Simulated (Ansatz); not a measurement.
# A hypothetical structure for TiBe4Cd

Starting from a made-up structure for TiBe4Cd, the aim is the relaxed cell, its shortest contacts and, where a second run follows, its electronic structure.

Method: DFT, r2SCAN, plane-wave PAW, files of the set soft_1, scalar-relativistic, no spin, cell and ions relaxed at zero pressure; PAW set soft_1, in the first sound run; inputs show where later runs differ, in Ansatz 0.2.0.

## 1. The structure

Symmetry: F-43m, No. 216, cubic system. The conventional cell has a = 6.533 Å, b = 6.533 Å, c = 6.533 Å, α = 90.00°, β = 90.00°, γ = 90.00°. Cd has 12 Be at 2.70 Å and 4 Ti at 2.83 Å nearest. Nearest to Ti lie 12 Be at 2.72 Å and 4 Cd at 2.83 Å. Be has 6 Be at 2.21 to 2.41 Å and 3 Cd at 2.70 Å and 3 Ti at 2.72 Å nearest. Farther neighbours are not listed.

## 2. Relaxation of the guess

The guess takes its coordinates from another compound and its volume from a rule, so the cell and any free coordinates are relaxed together.

Input file input.yaml:

```yaml
crystal:
  lattice:
    - [0.0, 3.2665, 3.2665]
    - [3.2665, 0.0, 3.2665]
    - [3.2665, 3.2665, 0.0]
  atoms:
    - { symbol: Cd, position: [0.75, 0.75, 0.75] }
    - { symbol: Ti, position: [0.0, 0.0, 0.0] }
    - { symbol: Be, position: [0.3803, 0.3803, 0.8591] }
    - { symbol: Be, position: [0.3803, 0.8591, 0.3803] }
    - { symbol: Be, position: [0.3803, 0.3803, 0.3803] }
    - { symbol: Be, position: [0.8591, 0.3803, 0.3803] }
kpoints:
  mp_grid: { grid: [7, 7, 7] }
scf:
  occupations: { method: fermi_dirac, width: 0.05 }
hamiltonian:
  xc: r2scan
  pseudopotentials: { kind: paw, azcp: { folder: soft_1 } }
relax:
  f_tol: 0.015
  max_steps: 70
  cell: {}
output:
  forces: true
  stress: true
```

On the command line:

```console
$ ansatz run input.yaml --threads 4 --pin off --max-ram 10240MiB --backend cpu --events-out ev --progress --plain --runs-dir out
```

Numbers of over 12 decimals in the logs are rounded to 6 here.

Output:

```text
Engine: ansatz 0.2.0, aarch64-unknown-linux-gnu
Pseudopotentials: kind: paw
Pseudopotential: Cd, paw, valence charge 20, recommended cutoff 500 eV (meta_gga), soft_1/Cd.paw.azcp
Pseudopotential: Ti, paw, valence charge 12, recommended cutoff 500 eV (meta_gga), soft_1/Ti.paw.azcp
Pseudopotential: Be, paw, valence charge 2, recommended cutoff 500 eV (meta_gga), soft_1/Be.paw.azcp
Functional definition: r2SCAN
  parameter k0 = 0.174
  parameter k1 = 0.065
  parameter a1 = 4.9479
  exchange = r2scan_x(k0 = k0, k1 = k1, a1 = a1)
  correlation = r2scan_c
Crystal: 6 atoms, lattice volume = 69.707 Å³
Basis set: ecut = 500 eV, 1807 PW (Γ), exchange–correlation on 144×144×144 points (64 copies of the dense FFT grid, shifted against one another)
Bands: 26, of which v1, the nominal top of the filled ones, is band 20 counted from 1 (19 counted from 0)
Symmetry: 24 space group operations
Space group: F-43m (ITA 216), of the structure as read, at distance tolerance 4.1e-5 Å
k-points: 20 of 343 (time reversal used)
Non-local potential: Cd, projectors of the file, l = 0: 3, l = 1: 2, l = 2: 2, l = 3: 1
Non-local potential: Ti, projectors of the file, l = 0: 3, l = 1: 2, l = 2: 3, l = 3: 1
Non-local potential: Be, projectors of the file, l = 0: 2, l = 1: 2, l = 2: 1
PAW form: soft (Blöchl's): semilocal exchange-correlation on the pseudo side does not see the compensation charge
PAW frozen core: Cd, regenerated for the run's functional (the file was generated under x = pbe(κ = 0.804, μ = 0.219515), c = pbe(β = 0.066725))
PAW frozen core: Ti, regenerated for the run's functional (the file was generated under x = pbe(κ = 0.804, μ = 0.219515), c = pbe(β = 0.066725))
PAW frozen core: Be, regenerated for the run's functional (the file was generated under x = pbe(κ = 0.804, μ = 0.219515), c = pbe(β = 0.066725))
PAW one-centre angular grid: Cd, 590 points (default); XC on 160 Gauss nodes
PAW one-centre angular grid: Ti, 590 points (default); XC on 160 Gauss nodes
PAW one-centre angular grid: Be, 302 points (default); XC on 224 Gauss nodes
Initial density: superposition of atomic densities (chi_scale 0.1, normalization cell, long waves kept (reshape's long-wave potential 0.00 eV rms))
Initial wavefunctions: pseudopotential atomic-orbital guess
Functional: x = r2scan, c = r2scan; τ floored in thin density (d = 2e-4 eV/Å³)
SCF iter   1: F=—  HF=-11146.981873 eV  |F-HF|=—  |Δ(HF+E_count)|=         —  Δρ=7.27e-2  dr2=7.02e0  dr2_τ=2.46e-1  ethr=3.10e-3  ⟨swp⟩=5.9  Hψ=2257  notcnv=0
preconditioner: auto → none  [insulator: Δε(μ)=0.300 eV  Ē_g=7.590 eV  σ=0.050 eV  W_gap=0.52  n_scr=14 (ndim 8)  ℏωp=21.8 eV  f_vac=0.000  D(μ)=1.86/eV (n_scr^D=14)  ε∞_Penn≈9.2]
SCF iter   2: F=—  HF=-11146.112024 eV  |F-HF|=—  |Δ(HF+E_count)|=   8.70e-1  Δρ=7.29e-2  dr2=5.43e0  dr2_τ=2.23e-1  ethr=3.10e-3  ⟨swp⟩=3.8  Hψ=1340  notcnv=0  defer=1
SCF iter   3: F=—  HF=-11145.536712 eV  |F-HF|=—  |Δ(HF+E_count)|=   5.75e-1  Δρ=4.33e-2  dr2=2.07e0  dr2_τ=9.05e-2  ethr=3.10e-3  ⟨swp⟩=3.0  Hψ=1177  notcnv=0  defer=3
SCF iter   4: F=—  HF=-11145.228049 eV  |F-HF|=—  |Δ(HF+E_count)|=   3.09e-1  Δρ=1.61e-2  dr2=2.27e-1  dr2_τ=5.21e-3  ethr=3.10e-3  ⟨swp⟩=2.0  Hψ=793  notcnv=0
SCF iter   5: F=—  HF=-11145.213478 eV  |F-HF|=—  |Δ(HF+E_count)|=   1.46e-2  Δρ=5.66e-3  dr2=3.38e-2  dr2_τ=1.62e-3  ethr=5.67e-4  ⟨swp⟩=3.0  Hψ=952  notcnv=0
SCF iter   6: F=—  HF=-11145.209132 eV  |F-HF|=—  |Δ(HF+E_count)|=   4.35e-3  Δρ=1.13e-3  dr2=1.36e-3  dr2_τ=2.54e-5  ethr=8.46e-5  ⟨swp⟩=2.0  Hψ=730  notcnv=0
SCF iter   7: F=—  HF=-11145.209036 eV  |F-HF|=—  |Δ(HF+E_count)|=   9.58e-5  Δρ=2.79e-4  dr2=5.17e-5  dr2_τ=3.35e-6  ethr=3.40e-6  ⟨swp⟩=1.9  Hψ=578  notcnv=0
SCF iter   8: F=—  HF=-11145.209007 eV  |F-HF|=—  |Δ(HF+E_count)|=   2.87e-5  Δρ=1.09e-4  dr2=8.69e-6  dr2_τ=1.93e-7  ethr=1.29e-7  ⟨swp⟩=2.1  Hψ=620  notcnv=0
SCF iter   9: F=—  HF=-11145.209008 eV  |F-HF|=—  |Δ(HF+E_count)|=   3.49e-7  Δρ=2.33e-5  dr2=3.52e-7  dr2_τ=2.24e-8  ethr=2.17e-8  ⟨swp⟩=2.2  Hψ=631  notcnv=0
SCF iter  10: F=-11145.209008 eV  HF=-11145.209008 eV  |F-HF|=1.70e-9  |Δ(HF+E_count)|=   2.72e-8  Δρ=3.46e-6  dr2=2.74e-9  dr2_τ=1.50e-10  ethr=2.50e-10  ⟨swp⟩=4.0  Hψ=1558  notcnv=0
SCF 1 converged in 10 iterations: F = -11145.209008 eV  dr2 = 2.74e-9
  greatest PAW one-centre occupation: 1.002 electrons in one spin orbital (limit 2), on the Cd atom at site 0 (counted from 0), in its partial waves of l = 0
relax step   1: F+E_penalty+E_count = -11145.20900787 eV  Δ(F+E_penalty+E_count) = +0.000e0 eV  max|allowed force component| = 7.337e-1 eV/Å  Δτ_max = 0.0000 Å  P = -0.714 GPa  Ω = 69.707 Å³  (10 SCF iters, dr2 threshold 1.00e-7 eV, accepted)
Crystal: 6 atoms, lattice volume = 67.502 Å³
Basis set: ecut = 500 eV, 1687 PW (Γ), exchange–correlation on 144×144×144 points (64 copies of the dense FFT grid, shifted against one another)
Initial density: handed on by an earlier stage of this run
Initial wavefunctions: those handed on with the density
iter 1 solved again at ethr=5.99e-4 eV; its pass at ethr=3.10e-3 eV (dr2=2.40e-1 eV) is discarded
SCF iter   1: F=—  HF=-11145.510022 eV  |F-HF|=—  |Δ(HF+E_count)|=         —  Δρ=1.20e-2  dr2=2.43e-1  dr2_τ=3.32e-2  ethr=5.99e-4  ⟨swp⟩=1.0  Hψ=2656  notcnv=0
preconditioner: auto → Kerker (q_TF=auto, 2.500 Å⁻¹)  [metal: Δε(μ)=0.030 eV  Ē_g=8.703 eV  σ=0.050 eV  W_gap=0.15  n_scr=14 (ndim 8)  ℏωp=22.1 eV  f_vac=0.000  D(μ)=1.75/eV (n_scr^D=14)]
SCF iter   2: F=—  HF=-11145.509054 eV  |F-HF|=—  |Δ(HF+E_count)|=   9.68e-4  Δρ=7.84e-3  dr2=1.08e-1  dr2_τ=2.38e-4  ethr=5.99e-4  ⟨swp⟩=2.0  Hψ=629  notcnv=0
SCF iter   3: F=—  HF=-11145.471377 eV  |F-HF|=—  |Δ(HF+E_count)|=   3.77e-2  Δρ=3.43e-3  dr2=1.09e-2  dr2_τ=7.00e-4  ethr=2.70e-4  ⟨swp⟩=2.0  Hψ=769  notcnv=0
SCF iter   4: F=—  HF=-11145.469073 eV  |F-HF|=—  |Δ(HF+E_count)|=   2.30e-3  Δρ=7.23e-4  dr2=2.99e-4  dr2_τ=4.56e-5  ethr=2.73e-5  ⟨swp⟩=2.1  Hψ=899  notcnv=0
SCF iter   5: F=—  HF=-11145.469068 eV  |F-HF|=—  |Δ(HF+E_count)|=   5.38e-6  Δρ=2.68e-4  dr2=3.74e-5  dr2_τ=4.39e-6  ethr=7.48e-7  ⟨swp⟩=2.7  Hψ=908  notcnv=0
SCF iter   6: F=—  HF=-11145.469098 eV  |F-HF|=—  |Δ(HF+E_count)|=   3.02e-5  Δρ=8.21e-5  dr2=3.11e-6  dr2_τ=3.13e-7  ethr=9.34e-8  ⟨swp⟩=2.2  Hψ=717  notcnv=0
SCF iter   7: F=-11145.469100 eV  HF=-11145.469100 eV  |F-HF|=1.56e-7  |Δ(HF+E_count)|=   1.89e-6  Δρ=2.89e-5  dr2=5.49e-7  dr2_τ=9.70e-9  ethr=1.50e-9  ⟨swp⟩=4.0  Hψ=1614  notcnv=0
SCF 2 converged in 7 iterations: F = -11145.469100 eV  dr2 = 5.49e-7
relax step   2: F+E_penalty+E_count = -11145.46909993 eV  Δ(F+E_penalty+E_count) = -2.601e-1 eV  max|allowed force component| = 3.308e-1 eV/Å  Δτ_max = 0.0721 Å  P = +2.346 GPa  Ω = 67.502 Å³  energy of the carried Pulay correction = +1.129e-3 eV  (7 SCF iters, dr2 threshold 6.00e-7 eV, accepted)
Crystal: 6 atoms, lattice volume = 69.745 Å³
iter 1 solved again at ethr=3.23e-4 eV; its pass at ethr=3.10e-3 eV (dr2=1.29e-1 eV) is discarded
SCF iter   1: F=—  HF=-11145.529708 eV  |F-HF|=—  |Δ(HF+E_count)|=         —  Δρ=8.98e-3  dr2=1.32e-1  dr2_τ=3.25e-2  ethr=3.23e-4  ⟨swp⟩=1.0  Hψ=2655  notcnv=0
preconditioner: auto → Kerker (q_TF=auto, 2.487 Å⁻¹)  [metal: Δε(μ)=0.040 eV  Ē_g=8.675 eV  σ=0.050 eV  W_gap=0.19  n_scr=14 (ndim 8)  ℏωp=21.8 eV  f_vac=0.000  D(μ)=1.54/eV (n_scr^D=14)]
SCF iter   2: F=—  HF=-11145.551006 eV  |F-HF|=—  |Δ(HF+E_count)|=   2.13e-2  Δρ=5.76e-3  dr2=5.94e-2  dr2_τ=1.97e-4  ethr=3.23e-4  ⟨swp⟩=3.0  Hψ=856  notcnv=0
SCF iter   3: F=—  HF=-11145.530243 eV  |F-HF|=—  |Δ(HF+E_count)|=   2.08e-2  Δρ=2.25e-3  dr2=4.36e-3  dr2_τ=3.39e-4  ethr=1.48e-4  ⟨swp⟩=2.0  Hψ=767  notcnv=0
SCF iter   4: F=—  HF=-11145.528861 eV  |F-HF|=—  |Δ(HF+E_count)|=   1.38e-3  Δρ=5.94e-4  dr2=3.46e-4  dr2_τ=2.14e-5  ethr=1.09e-5  ⟨swp⟩=2.0  Hψ=873  notcnv=0
SCF iter   5: F=—  HF=-11145.528837 eV  |F-HF|=—  |Δ(HF+E_count)|=   2.32e-5  Δρ=2.03e-4  dr2=1.56e-5  dr2_τ=3.42e-6  ethr=8.64e-7  ⟨swp⟩=2.3  Hψ=655  notcnv=0
SCF iter   6: F=—  HF=-11145.528850 eV  |F-HF|=—  |Δ(HF+E_count)|=   1.21e-5  Δρ=6.95e-5  dr2=2.59e-6  dr2_τ=1.80e-7  ethr=3.89e-8  ⟨swp⟩=2.9  Hψ=929  notcnv=0
SCF iter   7: F=-11145.528851 eV  HF=-11145.528851 eV  |F-HF|=3.07e-8  |Δ(HF+E_count)|=   1.09e-6  Δρ=1.86e-5  dr2=1.99e-7  dr2_τ=6.37e-9  ethr=1.50e-9  ⟨swp⟩=4.0  Hψ=1559  notcnv=0
SCF 3 converged in 7 iterations: F = -11145.528851 eV  dr2 = 1.99e-7
relax step   3: F+E_penalty+E_count = -11145.52885061 eV  Δ(F+E_penalty+E_count) = -5.975e-2 eV  max|allowed force component| = 7.418e-2 eV/Å  Δτ_max = 0.0618 Å  P = -1.167 GPa  Ω = 69.745 Å³  energy of the carried Pulay correction = -1.889e-5 eV  (7 SCF iters, dr2 threshold 6.00e-7 eV, accepted)
Crystal: 6 atoms, lattice volume = 68.921 Å³
iter 1 solved again at ethr=1.10e-5 eV; its pass at ethr=3.10e-3 eV (dr2=4.39e-3 eV) is discarded
SCF iter   1: F=—  HF=-11145.530832 eV  |F-HF|=—  |Δ(HF+E_count)|=         —  Δρ=1.85e-3  dr2=4.40e-3  dr2_τ=3.76e-3  ethr=1.10e-5  ⟨swp⟩=1.0  Hψ=2558  notcnv=0
preconditioner: auto → Kerker (q_TF=auto, 2.492 Å⁻¹)  [metal: Δε(μ)=0.043 eV  Ē_g=8.662 eV  σ=0.050 eV  W_gap=0.21  n_scr=14 (ndim 8)  ℏωp=21.9 eV  f_vac=0.000  D(μ)=1.59/eV (n_scr^D=14)]
SCF iter   2: F=—  HF=-11145.535871 eV  |F-HF|=—  |Δ(HF+E_count)|=   5.04e-3  Δρ=1.02e-3  dr2=1.72e-3  dr2_τ=1.09e-5  ethr=1.10e-5  ⟨swp⟩=2.8  Hψ=982  notcnv=0
SCF iter   3: F=—  HF=-11145.535340 eV  |F-HF|=—  |Δ(HF+E_count)|=   5.30e-4  Δρ=4.17e-4  dr2=2.77e-4  dr2_τ=9.56e-6  ethr=4.31e-6  ⟨swp⟩=2.0  Hψ=595  notcnv=0
SCF iter   4: F=—  HF=-11145.535233 eV  |F-HF|=—  |Δ(HF+E_count)|=   1.07e-4  Δρ=5.43e-5  dr2=1.63e-6  dr2_τ=3.01e-7  ethr=6.93e-7  ⟨swp⟩=2.0  Hψ=743  notcnv=0
SCF iter   5: F=-11145.535234 eV  HF=-11145.535234 eV  |F-HF|=8.16e-8  |Δ(HF+E_count)|=   9.94e-7  Δρ=1.98e-5  dr2=2.24e-7  dr2_τ=3.43e-8  ethr=1.50e-9  ⟨swp⟩=4.0  Hψ=1552  notcnv=0
SCF 4 converged in 5 iterations: F = -11145.535234 eV  dr2 = 2.24e-7
relax step   4: F+E_penalty+E_count = -11145.53523380 eV  Δ(F+E_penalty+E_count) = -6.383e-3 eV  max|allowed force component| = 6.715e-3 eV/Å  Δτ_max = 0.0109 Å  P = +0.057 GPa  Ω = 68.921 Å³  energy of the carried Pulay correction = +3.988e-4 eV  (5 SCF iters, dr2 threshold 6.00e-7 eV, accepted)
Crystal: 6 atoms, lattice volume = 68.952 Å³
iter 1 solved again at ethr=1.35e-7 eV; its pass at ethr=3.10e-3 eV (dr2=5.40e-5 eV) is discarded
SCF iter   1: F=—  HF=-11145.535236 eV  |F-HF|=—  |Δ(HF+E_count)|=         —  Δρ=1.70e-4  dr2=5.15e-5  dr2_τ=6.89e-6  ethr=1.35e-7  ⟨swp⟩=1.9  Hψ=2092  notcnv=0
preconditioner: auto → Kerker (q_TF=auto, 2.492 Å⁻¹)  [metal: Δε(μ)=0.042 eV  Ē_g=8.680 eV  σ=0.050 eV  W_gap=0.21  n_scr=14 (ndim 8)  ℏωp=21.9 eV  f_vac=0.000  D(μ)=1.59/eV (n_scr^D=14)]
SCF iter   2: F=—  HF=-11145.535244 eV  |F-HF|=—  |Δ(HF+E_count)|=   7.37e-6  Δρ=1.09e-4  dr2=2.31e-5  dr2_τ=3.68e-8  ethr=1.29e-7  ⟨swp⟩=1.0  Hψ=520  notcnv=0
SCF iter   3: F=—  HF=-11145.535240 eV  |F-HF|=—  |Δ(HF+E_count)|=   3.20e-6  Δρ=3.41e-5  dr2=7.66e-7  dr2_τ=6.52e-8  ethr=5.78e-8  ⟨swp⟩=2.0  Hψ=642  notcnv=0
SCF iter   4: F=—  HF=-11145.535243 eV  |F-HF|=—  |Δ(HF+E_count)|=   2.60e-6  Δρ=5.04e-6  dr2=1.92e-8  dr2_τ=1.85e-9  ethr=1.92e-9  ⟨swp⟩=2.0  Hψ=895  notcnv=0
SCF iter   5: F=-11145.535243 eV  HF=-11145.535243 eV  |F-HF|=4.11e-9  |Δ(HF+E_count)|=   1.22e-8  Δρ=3.08e-6  dr2=5.95e-9  dr2_τ=7.56e-10  ethr=2.03e-11  ⟨swp⟩=4.0  Hψ=1613  notcnv=0
SCF 5 converged in 5 iterations: F = -11145.535243 eV  dr2 = 5.95e-9
relax step   5: F+E_penalty+E_count = -11145.53524301 eV  Δ(F+E_penalty+E_count) = -9.218e-6 eV  max|allowed force component| = 6.583e-4 eV/Å  Δτ_max = 0.0010 Å  P = -0.007 GPa  Ω = 68.952 Å³  energy of the carried Pulay correction = +3.827e-4 eV  (5 SCF iters, dr2 threshold 8.12e-9 eV, accepted)
Initial wavefunctions: pseudopotential atomic-orbital guess (no wavefunctions were taken with the density)
iter 1 solved again at ethr=1.55e-7 eV; its pass at ethr=3.10e-3 eV (dr2=6.21e-5 eV) is discarded
SCF iter   1: F=—  HF=-11145.534921 eV  |F-HF|=—  |Δ(HF+E_count)|=         —  Δρ=2.61e-5  dr2=4.52e-8  dr2_τ=4.71e-7  ethr=1.55e-7  ⟨swp⟩=2.5  Hψ=3318  notcnv=0
preconditioner: auto → Kerker (q_TF=auto, 2.492 Å⁻¹)  [metal: Δε(μ)=0.042 eV  Ē_g=8.679 eV  σ=0.050 eV  W_gap=0.21  n_scr=14 (ndim 8)  ℏωp=21.9 eV  f_vac=0.000  D(μ)=1.59/eV (n_scr^D=14)]
SCF iter   2: F=—  HF=-11145.534909 eV  |F-HF|=—  |Δ(HF+E_count)|=   1.11e-5  Δρ=1.38e-5  dr2=2.00e-8  dr2_τ=9.39e-9  ethr=1.13e-10  ⟨swp⟩=2.0  Hψ=921  notcnv=0
SCF iter   3: F=—  HF=-11145.534909 eV  |F-HF|=—  |Δ(HF+E_count)|=   1.92e-8  Δρ=4.60e-6  dr2=8.33e-9  dr2_τ=1.09e-9  ethr=5.00e-11  ⟨swp⟩=3.0  Hψ=947  notcnv=0
SCF iter   4: F=—  HF=-11145.534909 eV  |F-HF|=—  |Δ(HF+E_count)|=  1.44e-10  Δρ=6.37e-7  dr2=1.22e-10  dr2_τ=3.37e-11  ethr=2.08e-11  ⟨swp⟩=2.8  Hψ=818  notcnv=0
SCF iter   5: F=-11145.534909 eV  HF=-11145.534909 eV  |F-HF|=2.00e-11  |Δ(HF+E_count)|=  4.91e-11  Δρ=2.44e-7  dr2=4.46e-11  dr2_τ=2.47e-12  ethr=1.00e-12  ⟨swp⟩=4.0  Hψ=1542  notcnv=0
SCF 6 converged in 5 iterations: F = -11145.534909 eV  dr2 = 4.46e-11
relax step   6: F+E_penalty+E_count = -11145.53490948 eV  Δ(F+E_penalty+E_count) = +3.335e-4 eV  max|allowed force component| = 6.693e-4 eV/Å  Δτ_max = 0.0000 Å  P = -0.008 GPa  Ω = 68.952 Å³  stress off target by 8.33e-3 GPa  SCF on the basis re-selected at this cell (its energy is not comparable with the rows above)  (5 SCF iters)
basis re-selected at this cell: Δ(F+E_penalty+E_count) = +3.335e-4 eV, ΔP = -0.001 GPa vs the last step (what re-selecting the basis moved, of the pressure what is left beyond the Pulay correction that the steps carried, after the strain that the cell walked since its last selection, with what the two solves' SCF thresholds leave and, on support functions, any second-order correction that the steps lacked; it is no m [...]
SCF converged after 5 iterations
Free energy (F): -11145.534909 eV
Harris-Foulkes:  -11145.534909 eV  (|F-HF|=2.00e-11)
Internal energy: -11145.521897 eV  (E = F + TS)
E sigma→0 (E₀):  -11145.528403 eV
Entropy (-TS):   -0.013012 eV (-2.169 meV/atom)
Fermi energy:    11.578804 eV
--- Per-component energies (eV) ---
  E_band       = -619.873481
  E_kinetic    = 802.110661
  E_local      = -4822.497849  (includes V_loc(G=0)·N_el)
  E_nonlocal   = 193.237444
  E_hartree    = 2201.193172
  E_xc         = -338.666833
  E_vxc        = -467.114868  (∫ρ·V_xc dr)
  E_paw        = -5409.826329  (= ΣΔE_a)
  E_vpaw       = -756.959685  (= ΣTr[D̂ρ^β])
  E_aug_tail   = 0.000035  (compensation charges beyond the density's cutoff)
  E_vtau       = 28.964923  (kinetic-family band-sum trace: ∫τ·v_τ [+ j·A + Jᵃ·Aᵃ] dr)
  E_ewald      = -3770.205869
  E_core_change = -0.866330  (= ΣΔE_core)
  E_smearing   = -0.013012  (= −TS)
  E_closure    = 0.000000  (closes the sum)
  Σ components = -11145.534909   (vs F -11145.534909, Δ=0.00e0)
--- Forces (eV/Å), atoms counted from 1 ---
  atom   1  Cd    -0.00000000    -0.00000000    -0.00000000
  atom   2  Ti     0.00000000     0.00000000     0.00000000
  atom   3  Be     0.00066931     0.00066931    -0.00066931
  atom   4  Be     0.00066931    -0.00066931     0.00066931
  atom   5  Be    -0.00066931    -0.00066931    -0.00066931
  atom   6  Be    -0.00066931     0.00066931     0.00066931
  max |Σ_I F_I| component: 6.06e-17 eV/Å
--- Stress (GPa, compression-positive) ---
       -0.008327      -0.000000      -0.000000
       -0.000000      -0.008327      -0.000000
       -0.000000       0.000000      -0.008327
  P = ⅓ Tr σ = -0.0083 GPa (-0.083 kbar)
--- Relaxed structure (5 steps of the walk, 5 accepted, 1 SCFs on fresh bases) ---
  F+E_penalty+E_count = -11145.53490948 eV   max|allowed force component| = 6.693e-4 eV/Å   (the final SCF, on the basis selected at the relaxed cell)
  cell:  # Å, volume = 68.9523 Å³
    - [0, 3.254665, 3.254665]
    - [3.254665, 0, 3.254665]
    - [3.254665, 3.254665, 0]
  atoms:
    - { symbol: Cd, position: [0.75, 0.75, 0.75] }
    - { symbol: Ti, position: [2.6553244695802867e-19, -2.2127703913169104e-19, 0] }
    - { symbol: Be, position: [0.369524, 0.369524, 0.891428] }
    - { symbol: Be, position: [0.369524, 0.891428, 0.369524] }
    - { symbol: Be, position: [0.369524, 0.369524, 0.369524] }
    - { symbol: Be, position: [0.891428, 0.369524, 0.369524] }
```

Elapsed: 14 s, on 4 threads of Arm Neoverse V2, shared host; peak memory 0.53 GiB.

Relaxation path:

```tsv
step	energy less that of the first step (eV)	largest force component (eV/Å)	pressure (GPa)	volume (Å³)
1	0.0000	0.7337	-0.71	69.71
2	-0.2601	0.3308	2.35	67.50
3	-0.3198	0.0742	-1.17	69.74
4	-0.3262	0.0067	0.06	68.92
5	-0.3262	0.0007	-0.01	68.95
6*	-0.3259	0.0007	-0.01	68.95
```

Relaxation steps marked * repeat the geometry before them on a plane-wave basis chosen anew for their cell, so energy and pressure can jump there.

Forces are held to the 24 operations that the run works with; a distortion that breaks them can't arise in this run.

```tsv
conventional cell, symmetrised	before	after	change
a (Å)	6.533	6.509	-0.4 %
b (Å)	6.533	6.509	-0.4 %
c (Å)	6.533	6.509	-0.4 %
volume (Å³/atom)	11.62	11.49	-1.1 %
```

The atoms that moved most (Å, as changes of fractional coordinates times the final cell):

```tsv
atom	dx	dy	dz	length
Be5	-0.070	-0.070	-0.070	0.121
Be4	0.070	-0.070	0.070	0.121
Be6	-0.070	0.070	0.070	0.121
Be3	0.070	0.070	-0.070	0.121
```

The relaxed structure:

```cif
data_structure
_symmetry_space_group_name_H-M 'P 1'
_symmetry_Int_Tables_number 1
_cell_length_a 4.6028
_cell_length_b 4.6028
_cell_length_c 4.6028
_cell_angle_alpha 60.000
_cell_angle_beta 60.000
_cell_angle_gamma 60.000
_cell_volume 68.95
loop_
_atom_site_label
_atom_site_type_symbol
_atom_site_fract_x
_atom_site_fract_y
_atom_site_fract_z
_atom_site_occupancy
Cd1 Cd 0.75000 0.75000 0.75000 1
Ti2 Ti 0.00000 0.00000 0.00000 1
Be3 Be 0.36952 0.36952 0.89143 1
Be4 Be 0.36952 0.89143 0.36952 1
Be5 Be 0.36952 0.36952 0.36952 1
Be6 Be 0.89143 0.36952 0.36952 1
```

This step gave:

| Quantity | Value |
| --- | --- |
| free energy | -11145.5349 eV |
| energy at zero smearing | -11145.5284 eV |
| smearing term TS | 0.01301 eV |
| Fermi energy | 11.58 eV |
| electrons | 40 |
| symmetry operations | 24 |
| pressure | -0.008327 GPa |

The shortest distance of each pair, which need not be the same contact before and after:

```tsv
pair	guess (Å)	relaxed (Å)
Be–Be	2.212	2.201
Be–Ti	2.720	2.689
Be–Cd	2.699	2.710
Cd–Ti	2.829	2.819
Cd–Cd	4.620	4.603
```

The relaxation ends with a largest force component of 6.7e-4 eV/Å and a pressure of -0.01 GPa.

(Continued in part 2 of 2.)

[Logs are printed without paths, hosts, clocks, repeated set-up lines and the standing remarks that a program may print on its own settings, such as how far it seeks lower states.]

[Hosts, paths, dates, database ids (printed as entryN), source tags and the programs' standing remarks are cut or masked in the printed files.]
